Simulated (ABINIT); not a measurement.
# Quasiparticle gap of SiO2 (Stishovite) in ABINIT, part 2 of 3

Wanted: ground state, empty states, screening and self-energy for SiO2 (Stishovite).

ABINIT 10.8.3; PBE and many-body steps on it, plane waves. Known limits of the many-body steps: not at the basis limit; coarse k mesh.

So far. Step 2 (Ground state): The gap is direct, at Γ.

### 3. Bands along the symmetry lines

Level of this step: DFT, PBE, plane waves, norm-conserving pseudopotentials (ABINIT).

The cheap functional maps the bands first; the places of the edges decide which points the dearer methods must see.

run.abi reads:

```
acell 3*1.0 Angstrom
rprim 
  4.177300000000 0.000000000000 0.000000000000
  0.000000000000 4.177300000000 0.000000000000
  0.000000000000 0.000000000000 2.665200000000
ntypat 2
znucl 14 8
natom 6
typat 1 1 2 2 2 2
xred 
  0.000000000000 0.000000000000 0.000000000000
  0.500000000000 0.500000000000 0.500000000000
  0.305900000000 0.305900000000 0.000000000000
  0.194100000000 0.805900000000 0.500000000000
  0.694100000000 0.694100000000 0.000000000000
  0.805900000000 0.194100000000 0.500000000000
pp_dirpath "pseudos"
pseudos "Si.upf, O.upf"
ecut 36
iscf -2
irdden 1
kptopt 0
nkpt 75
kpt 
  0.00000000 0.00000000 0.00000000
  0.00000000 0.06250000 0.00000000
  0.00000000 0.12500000 0.00000000
  0.00000000 0.18750000 0.00000000
  0.00000000 0.25000000 0.00000000
  0.00000000 0.31250000 0.00000000
  0.00000000 0.37500000 0.00000000
  0.00000000 0.43750000 0.00000000
  0.00000000 0.50000000 0.00000000
  0.06250000 0.50000000 0.00000000
  0.12500000 0.50000000 0.00000000
  0.18750000 0.50000000 0.00000000
  0.25000000 0.50000000 0.00000000
  0.31250000 0.50000000 0.00000000
  0.37500000 0.50000000 0.00000000
  0.43750000 0.50000000 0.00000000
  0.50000000 0.50000000 0.00000000
  0.43750000 0.43750000 0.00000000
  0.37500000 0.37500000 0.00000000
  0.31250000 0.31250000 0.00000000
  0.25000000 0.25000000 0.00000000
  0.18750000 0.18750000 0.00000000
  0.12500000 0.12500000 0.00000000
  0.06250000 0.06250000 0.00000000
  0.00000000 0.00000000 0.00000000
  0.00000000 0.00000000 0.06250000
  0.00000000 0.00000000 0.12500000
  0.00000000 0.00000000 0.18750000
  0.00000000 0.00000000 0.25000000
  0.00000000 0.00000000 0.31250000
  0.00000000 0.00000000 0.37500000
  0.00000000 0.00000000 0.43750000
  0.00000000 0.00000000 0.50000000
  0.00000000 0.06250000 0.50000000
  0.00000000 0.12500000 0.50000000
  0.00000000 0.18750000 0.50000000
  0.00000000 0.25000000 0.50000000
  0.00000000 0.31250000 0.50000000
  0.00000000 0.37500000 0.50000000
  0.00000000 0.43750000 0.50000000
  0.00000000 0.50000000 0.50000000
  0.06250000 0.50000000 0.50000000
  0.12500000 0.50000000 0.50000000
  0.18750000 0.50000000 0.50000000
  0.25000000 0.50000000 0.50000000
  0.31250000 0.50000000 0.50000000
  0.37500000 0.50000000 0.50000000
  0.43750000 0.50000000 0.50000000
  0.50000000 0.50000000 0.50000000
  0.43750000 0.43750000 0.50000000
  0.37500000 0.37500000 0.50000000
  0.31250000 0.31250000 0.50000000
  0.25000000 0.25000000 0.50000000
  0.18750000 0.18750000 0.50000000
  0.12500000 0.12500000 0.50000000
  0.06250000 0.06250000 0.50000000
  0.00000000 0.00000000 0.50000000
  0.00000000 0.50000000 0.00000000
  0.00000000 0.50000000 0.06250000
  0.00000000 0.50000000 0.12500000
  0.00000000 0.50000000 0.18750000
  0.00000000 0.50000000 0.25000000
  0.00000000 0.50000000 0.31250000
  0.00000000 0.50000000 0.37500000
  0.00000000 0.50000000 0.43750000
  0.00000000 0.50000000 0.50000000
  0.50000000 0.50000000 0.00000000
  0.50000000 0.50000000 0.06250000
  0.50000000 0.50000000 0.12500000
  0.50000000 0.50000000 0.18750000
  0.50000000 0.50000000 0.25000000
  0.50000000 0.50000000 0.31250000
  0.50000000 0.50000000 0.37500000
  0.50000000 0.50000000 0.43750000
  0.50000000 0.50000000 0.50000000
istwfk *1
nband 28
nbdbuf 7
tolwfr 1e-07
nstep 50
prtwf 0
prtvol 0
indata_prefix "in"
outdata_prefix "out"
tmpdata_prefix "tmp"
```

Launch:

```sh
OMP_NUM_THREADS=1 mpirun -n 8 abinit run.abi > log
```

Numbers of over 12 decimals in the logs are rounded to 6 here.

Output:

```text
.Version 10.8.3 of ABINIT. v10.8.2 released Aug 2026.

 Symmetries : space group P4_2/m n m (#136); Bravais tP (primitive tetrag.)
[... echo of the input left out ...]
== DATASET  1 ==================================================================
-   mpi_nproc: 8, omp_nthreads: 1 (-1 if OMP is not activated)

--- !DatasetInfo
iteration_state: {dtset: 1, }
dimensions: {natom: 6, nkpt: 75, mband: 28, nsppol: 1, nspinor: 1, nspden: 1, mpw: 3273, }
cutoff_energies: {ecut:  36.0, pawecutdg:  -1.0, }
electrons: {nelect:   3.20000000E+01, charge:   0.00000000E+00, occopt:   1.00000000E+00, tsmear:   1.00000000E-02, }

 Real(R)+Recip(G) space primitive vectors, cartesian coordinates (Bohr,Bohr^-1):
 R(1)=  7.8939529  0.0000000  0.0000000  G(1)=  0.1266792  0.0000000  0.0000000
 R(2)=  0.0000000  7.8939529  0.0000000  G(2)=  0.0000000  0.1266792  0.0000000
 R(3)=  0.0000000  0.0000000  5.0364981  G(3)=  0.0000000  0.0000000  0.1985507
 Unit cell volume ucvol=  3.1384682E+02 bohr^3
 Angles (23,13,12)=  9.00000000E+01  9.00000000E+01  9.00000000E+01 degrees

 getcut: wavevector=  0.0000  0.0000  0.0000  ngfft=  45  45  30
         ecut(hartree)=     36.000   => boxcut(ratio)=   2.06368

--- Pseudopotential description ------------------------------------------------
- Si Generated using ONCVPSP code by D. R. Hamann
- 14.00000   4.00000  171031                  znucl, zion, pspdat
12 -101130 2 -1 1510                          pspcod,pspxc,lmax,lloc,mmax
     nproj     2     2     2
  pspatm : epsatm=    9.34321561
         --- l  ekb(1:nproj) -->
             0    5.168965    0.829883
             1    2.571282    0.578307
             2   -2.427311   -0.488097
 pspatm: atomic psp has been read  and splines computed

- O Generated using ONCVPSP code by D. R. Hamann
-  8.00000   6.00000  171031                  znucl, zion, pspdat
12 -101130 2 -1 936                           pspcod,pspxc,lmax,lloc,mmax
     nproj     2     2     1
  pspatm : epsatm=    6.19545534
         --- l  ekb(1:nproj) -->
[...]
2   -1.331955
 pspatm: atomic psp has been read  and splines computed

--------------------------------------------------------------------------------

================================================================================
 prteigrs : about to open file out_EIG
 Non-SCF case, kpt    1 (  0.00000  0.00000  0.00000), residuals and eigenvalues=
  4.36E-08  4.60E-08  3.56E-08  3.02E-08  4.49E-08  4.14E-08  3.90E-08  5.86E-08
  6.22E-08  3.94E-08  4.06E-08  5.21E-08  5.96E-08  3.11E-08  3.81E-08  5.71E-08
  2.41E-08  6.14E-08  5.71E-08  3.05E-08  7.93E-08  5.19E-08  1.00E-05  1.41E-05
  2.31E-04  3.82E-03  3.77E-04  1.02E-03
 -5.7612E-01 -4.4238E-01 -4.4238E-01 -4.3351E-01 -1.4830E-01  1.4920E-02
  1.4920E-02  2.2110E-02  5.3264E-02  6.3178E-02  1.3536E-01  1.3536E-01
  1.5875E-01  2.1854E-01  2.1854E-01  2.5103E-01  4.5999E-01  4.9956E-01
[...]
Non-SCF case, kpt   74 (  0.50000  0.50000  0.43750), residuals and eigenvalues=
[...]
Non-SCF case, kpt   75 (  0.50000  0.50000  0.50000), residuals and eigenvalues=
[...]
1.8652E-01  1.8652E-01  1.9417E-01  1.9417E-01  5.1719E-01  5.1719E-01
  6.5873E-01  6.5873E-01  6.8256E-01  6.8256E-01  7.6760E-01  7.6760E-01
[...]
--- !ResultsGS
iteration_state: {dtset: 1, }
comment   : Summary of ground state results
lattice_vectors:
- [  7.8939529,   0.0000000,   0.0000000, ]
- [  0.0000000,   7.8939529,   0.0000000, ]
- [  0.0000000,   0.0000000,   5.0364981, ]
lattice_lengths: [   7.89395,    7.89395,    5.03650, ]
lattice_angles: [ 90.000,  90.000,  90.000, ] # degrees, (23, 13, 12)
lattice_volume:   3.1384682E+02
convergence: {deltae:  0.000E+00, res2:  0.000E+00, residm:  9.983E-08, diffor:  0.000E+00, }
etotal    :  -7.48647989E+01
entropy   :   0.00000000E+00
fermie    :   2.51031542E-01
cartesian_stress_tensor: null
pressure_GPa: null
xred      :
- [  0.0000E+00,   0.0000E+00,   0.0000E+00, Si]
- [  5.0000E-01,   5.0000E-01,   5.0000E-01, Si]
- [  3.0590E-01,   3.0590E-01,   0.0000E+00,  O]
- [  1.9410E-01,   8.0590E-01,   5.0000E-01,  O]
- [  6.9410E-01,   6.9410E-01,   0.0000E+00,  O]
- [  8.0590E-01,   1.9410E-01,   5.0000E-01,  O]
cartesian_forces: null
force_length_stats: {min: null, max: null, mean: null, }

 Integrated electronic density in atomic spheres:
 ------------------------------------------------
 Atom  Sphere_radius  Integrated_density
[...]
================================================================================

 ----iterations are completed or convergence reached----

 Mean square residual over all n,k,spin=   49.836E-09; max=  99.830E-09
 reduced coordinates (array xred) for    6 atoms
[...]
0.694100000000      0.694100000000      0.000000000000
       0.805900000000      0.194100000000      0.500000000000

 cartesian coordinates (angstrom) at end:
[...]
length scales=  1.889726125908  1.889726125908  1.889726125908 bohr
              =  1.000000000000  1.000000000000  1.000000000000 angstroms
 prteigrs : about to open file out_EIG
 Eigenvalues (hartree) for nkpt=  75  k points:
 kpt#   1, nband= 28, wtk=  1.00000, kpt=  0.0000  0.0000  0.0000 (reduced coord)
[...]
kpt#   2, nband= 28, wtk=  1.00000, kpt=  0.0000  0.0625  0.0000 (reduced coord)
[...]
kpt#   3, nband= 28, wtk=  1.00000, kpt=  0.0000  0.1250  0.0000 (reduced coord)
[...]
kpt#  74, nband= 28, wtk=  1.00000, kpt=  0.5000  0.5000  0.4375 (reduced coord)
[...]
0.82130    0.82194    0.83148    0.83243
 kpt#  75, nband= 28, wtk=  1.00000, kpt=  0.5000  0.5000  0.5000 (reduced coord)
[...]
0.08420    0.08420    0.08573    0.08573    0.18652    0.18652    0.19417    0.19417
   0.51719    0.51719    0.65873    0.65873    0.68256    0.68256    0.76760    0.76760
   0.82694    0.82748    0.83706    0.83920

== END DATASET(S) ==============================================================
================================================================================

 -outvars: echo values of variables after computation  --------
            nband          28
             nkpt          75
          spgroup         136
 [... the other variables as echoed above ...]

 Calculation completed.
```

Elapsed: 14 s, on 8 MPI ranks of Arm Neoverse V2, shared host; peak memory 0.66 GiB.

Numbers from this step:

| Quantity | Value |
| --- | --- |
| gap | 5.686 eV |
| k of the valence top | 0, 0, 0 |
| k of the conduction bottom | 0, 0, 0 |
| least direct gap | 5.686 eV |

The gap is 5.686 eV, as in the run before at this level.

The electronic bands at the labelled points (eV, zero at the top of the highest filled band):

| point | band 13 | band 14 | band 15 | band 16 | band 17 | band 18 | band 19 | band 20 |
| --- | --- | --- | --- | --- | --- | --- | --- | --- |
| Γ | -2.51 | -0.88 | -0.88 | 0.00 | 5.69 | 6.76 | 8.59 | 8.59 |
| halfway | -2.48 | -2.07 | -0.99 | -0.46 | 6.56 | 7.28 | 8.76 | 8.80 |
| X | -2.70 | -2.70 | -1.07 | -1.07 | 7.79 | 7.79 | 9.17 | 9.17 |
| halfway | -2.94 | -2.94 | -1.47 | -1.47 | 7.59 | 7.59 | 9.65 | 9.65 |
| M | -2.66 | -2.66 | -2.27 | -2.27 | 7.49 | 7.49 | 10.14 | 10.14 |
| halfway | -2.58 | -2.48 | -1.45 | -0.80 | 6.84 | 7.71 | 8.77 | 9.54 |
| Γ | -2.51 | -0.88 | -0.88 | 0.00 | 5.69 | 6.76 | 8.59 | 8.59 |
| halfway | -4.40 | -1.52 | -1.52 | -0.78 | 7.54 | 9.89 | 10.28 | 11.33 |
| Z | -3.06 | -3.06 | -2.67 | -2.67 | 9.15 | 9.15 | 12.69 | 12.69 |
| halfway | -2.79 | -2.79 | -2.24 | -2.24 | 9.04 | 9.04 | 10.90 | 10.90 |
| R | -2.29 | -2.29 | -1.75 | -1.75 | 8.83 | 8.83 | 9.95 | 9.95 |
| halfway | -2.25 | -2.25 | -1.62 | -1.62 | 7.78 | 7.78 | 10.80 | 10.80 |
| A | -1.76 | -1.76 | -1.55 | -1.55 | 7.24 | 7.24 | 11.09 | 11.09 |
| halfway | -2.55 | -2.46 | -2.32 | -1.82 | 8.07 | 8.59 | 10.65 | 11.83 |
| Z | -3.06 | -3.06 | -2.67 | -2.67 | 9.15 | 9.15 | 12.69 | 12.69 |
| jump to X | -2.70 | -2.70 | -1.07 | -1.07 | 7.79 | 7.79 | 9.17 | 9.17 |
| halfway | -2.87 | -2.87 | -1.43 | -1.43 | 9.11 | 9.11 | 10.62 | 10.62 |
| R | -2.29 | -2.29 | -1.75 | -1.75 | 8.83 | 8.83 | 9.95 | 9.95 |
| jump to M | -2.66 | -2.66 | -2.27 | -2.27 | 7.49 | 7.49 | 10.14 | 10.14 |
| halfway | -1.93 | -1.93 | -1.71 | -1.71 | 8.18 | 8.18 | 11.59 | 11.59 |
| A | -1.76 | -1.76 | -1.55 | -1.55 | 7.24 | 7.24 | 11.09 | 11.09 |

### 4. Empty states on the mesh, 4×4×4 mesh, 145 bands

The sums over transitions need many empty states on a uniform mesh; this step solves for them.

run.abi reads:

```
acell 3*1.0 Angstrom
rprim 
  4.177300000000 0.000000000000 0.000000000000
  0.000000000000 4.177300000000 0.000000000000
  0.000000000000 0.000000000000 2.665200000000
ntypat 2
znucl 14 8
natom 6
typat 1 1 2 2 2 2
xred 
  0.000000000000 0.000000000000 0.000000000000
  0.500000000000 0.500000000000 0.500000000000
  0.305900000000 0.305900000000 0.000000000000
  0.194100000000 0.805900000000 0.500000000000
  0.694100000000 0.694100000000 0.000000000000
  0.805900000000 0.194100000000 0.500000000000
pp_dirpath "pseudos"
pseudos "Si.upf, O.upf"
ecut 36
ngkpt 4 4 4
nshiftk 1
shiftk 0 0 0
kptopt 1
chksymbreak 0
irdden 1
istwfk *1
nband 145
prtvol 0
optdriver 6
gwr_task "HDIAGO"
paral_kgb 0
occopt 1
indata_prefix "in"
outdata_prefix "out"
tmpdata_prefix "tmp"
```

Output:

```text
[banner, memory and clock lines left out]
.Version 10.8.3 of ABINIT. v10.8.2 released Aug 2026.

 Symmetries : space group P4_2/m n m (#136); Bravais tP (primitive tetrag.)
[... echo of the input left out ...]
== DATASET  1 ==================================================================
-   mpi_nproc: 8, omp_nthreads: 1 (-1 if OMP is not activated)

--- !DatasetInfo
iteration_state: {dtset: 1, }
dimensions: {natom: 6, nkpt: 18, mband: 145, nsppol: 1, nspinor: 1, nspden: 1, mpw: 3273, }
cutoff_energies: {ecut:  36.0, pawecutdg:  -1.0, }
electrons: {nelect:   3.20000000E+01, charge:   0.00000000E+00, occopt:   1.00000000E+00, tsmear:   1.00000000E-02, }

.Using double precision arithmetic; gwpc =  8

- Reading GS density from: in_DEN

--- Pseudopotential description ------------------------------------------------
- Si Generated using ONCVPSP code by D. R. Hamann
- 14.00000   4.00000  171031                  znucl, zion, pspdat
12 -101130 2 -1 1510                          pspcod,pspxc,lmax,lloc,mmax
     nproj     2     2     2
  pspatm : epsatm=    9.34321561
         --- l  ekb(1:nproj) -->
             0    5.168965    0.829883
             1    2.571282    0.578307
             2   -2.427311   -0.488097
 pspatm: atomic psp has been read  and splines computed

- O Generated using ONCVPSP code by D. R. Hamann
-  8.00000   6.00000  171031                  znucl, zion, pspdat
12 -101130 2 -1 936                           pspcod,pspxc,lmax,lloc,mmax
     nproj     2     2     1
  pspatm : epsatm=    6.19545534
         --- l  ekb(1:nproj) -->
             0    6.056735    0.824024
             1   -4.717130   -1.149271
             2   -1.331955
 pspatm: atomic psp has been read  and splines computed

   1.39098408E+03                                ecore*ucvol(ha*bohr**3)

 Total charge density [el/Bohr^3]
)     Maximum=    1.0175E+00  at reduced coord.    0.2444    0.8444    0.5000
)     Minimum=    1.0558E-03  at reduced coord.    0.0000    0.0000    0.0000
   Integrated=    3.2000E+01

 === KS gaps after direct diagonalization ===
 Direct band gap semiconductor
 Fundamental gap:     5.686 (eV)
   VBM:     6.831 (eV) at k: [ 0.0000E+00,  0.0000E+00,  0.0000E+00]
   CBM:    12.517 (eV) at k: [ 0.0000E+00,  0.0000E+00,  0.0000E+00]
 Direct gap:         5.686 (eV) at k: [ 0.0000E+00,  0.0000E+00,  0.0000E+00]

== END DATASET(S) ==============================================================

 -outvars: echo values of variables after computation  --------
           etotal      0.0000000000E+00
            nband         145
             nkpt          18
          spgroup         136
 [... the other variables as echoed above ...]

 Calculation completed.
```

Wall time 67 s (8 MPI ranks); peak memory 5 GiB; 8.9 min of CPU time.

Numbers from this step:

| Quantity | Value |
| --- | --- |
| gap | 5.686 eV |
| k of the valence top | 0, 0, 0 |
| k of the conduction bottom | 0, 0, 0 |
| least direct gap | 5.686 eV |
| k points computed | 18 |
| lowest point of the top converged band, above the valence top | 95.2639 eV |

On this mesh the gap is 5.686 eV.

### 5. Screening, 4×4×4 mesh, 137 bands, screening to 195.9 eV

The RPA dielectric matrix is built and inverted for each q.

This step: RPA screening on PBE, plane waves, norm-conserving pseudopotentials.

run.abi, as its differences from that of step 4:

```diff
@@ -24,10 +24,11 @@
 chksymbreak 0
-irdden 1
 istwfk *1
-nband 145
-prtvol 0
-optdriver 6
-gwr_task "HDIAGO"
-paral_kgb 0
 occopt 1
+irdwfk 1
+optdriver 3
+nband 137
+ecuteps 7.2
+inclvkb 2
+awtr 1
+symchi 1
 indata_prefix "in"
```

Output:

```text
.Version 10.8.3 of ABINIT. v10.8.2 released Aug 2026.

 Symmetries : space group P4_2/m n m (#136); Bravais tP (primitive tetrag.)
[... echo of the input left out ...]
== DATASET  1 ==================================================================
-   mpi_nproc: 8, omp_nthreads: 1 (-1 if OMP is not activated)

--- !DatasetInfo
iteration_state: {dtset: 1, }
dimensions: {natom: 6, nkpt: 18, mband: 137, nsppol: 1, nspinor: 1, nspden: 1, mpw: 3273, }
cutoff_energies: {ecut:  36.0, pawecutdg:  -1.0, }
electrons: {nelect:   3.20000000E+01, charge:   0.00000000E+00, occopt:   1.00000000E+00, tsmear:   1.00000000E-02, }

 SCREENING: Calculation of the susceptibility and dielectric matrices

 Based on a program developped by R.W. Godby, V. Olevano, G. Onida, and L. Reining.
 Incorporated in ABINIT by V. Olevano, G.-M. Rignanese, and M. Torrent.
.Using double precision arithmetic ; gwpc =  8

[... cell and pseudopotentials left out ...]
--------------------------------------------------------------------------------

 ==== K-mesh for the wavefunctions ====
 Number of points in the irreducible wedge :    18
[... list of points left out ...]
 Together with 16 symmetry operations and time-reversal symmetry
 yields    64 points in the full Brillouin Zone.

 ==== Q-mesh for the screening function ====
 Number of points in the irreducible wedge :    18
[... list of points left out ...]
 Together with 16 symmetry operations and time-reversal symmetry
 yields    64 points in the full Brillouin Zone.

 setmesh: FFT mesh size selected  =    32x   32x   20
          total number of points  =        20480

 vcoul_init : cutoff-mode = AUXILIARY_FUNCTION
 q-points for optical limit:   1
     1)      0.000010    0.000020    0.000030

- screening: taking advantage of time-reversal symmetry
- Maximum band index for partially occupied states nbvw = 16
- Remaining bands to be divided among processors   nbcw = 121
- Number of bands treated by each node ~15

 Number of electrons calculated from density =   32.0000; Expected =   32.0000
 average of density, n =  0.101961
 r_s =    1.3279
 omega_plasma =   30.8015 [eV]

 calculating chi0 at frequencies [eV] :
  1    0.000000E+00    0.000000E+00
  2    0.000000E+00    3.080149E+01

--------------------------------------------------------------------------------
  q-point number  1        q = ( 0.000000, 0.000000, 0.000000) [r.l.u.]
--------------------------------------------------------------------------------
[... chi0 elements left out ...]
 For q-point:  0.000010 0.000020 0.000030
  dielectric constant =   3.3686
  dielectric constant without local fields =   3.6388

  Average fulfillment of the sum rule on Im[epsilon] for q-point    1 :     73.30  [%]
[... wings left out ...]
  q-point number  2        q = ( 0.250000, 0.000000, 0.000000) [r.l.u.]
--------------------------------------------------------------------------------
[... chi0 elements left out ...]
  Average fulfillment of the sum rule on Im[epsilon] for q-point    2 :     83.64  [%]

 [... 16 further q-points ...]
```

Run time: 61 s. Hardware: 8 MPI ranks; peak memory 2.4 GiB.

Numbers from this step:

```
ε∞ with local fields, on this mesh, along the program's q direction : 3.369
the same without local fields                                       : 3.639
plasma frequency                                                    : 30.80 eV
plane waves in the screening matrix                                 : 283
```

Local fields lower ε∞ by 7 %. On a Γ-centred mesh this coarse the value itself is usually too large, while a short band sum pulls it down.

(Continued in part 3 of 3.)

[Paths, hosts, dates, memory and timing lines, banners, echoed tables and standing remarks are left out of the program output.]

[Logs are printed without paths, hosts, clocks, repeated set-up lines and the standing remarks that a program may print on its own settings, such as how far it seeks lower states.]

[Runs of the session that timed out or met a known fault of the program may be left out.]

[Hosts, paths, dates, database ids (printed as entryN), source tags and the programs' standing remarks are cut or masked in the printed files.]

[G0W0 gaps are taken among the corrected bands and points alone; a level outside them can change the order at an edge.]

[Where Ansatz stands beside ABINIT at settings called matched, ABINIT's density can come from a denser mesh and the files from another edition; pairs whose starting gaps differed by over 0.03 eV were left out, so agreement reads better than it is.]
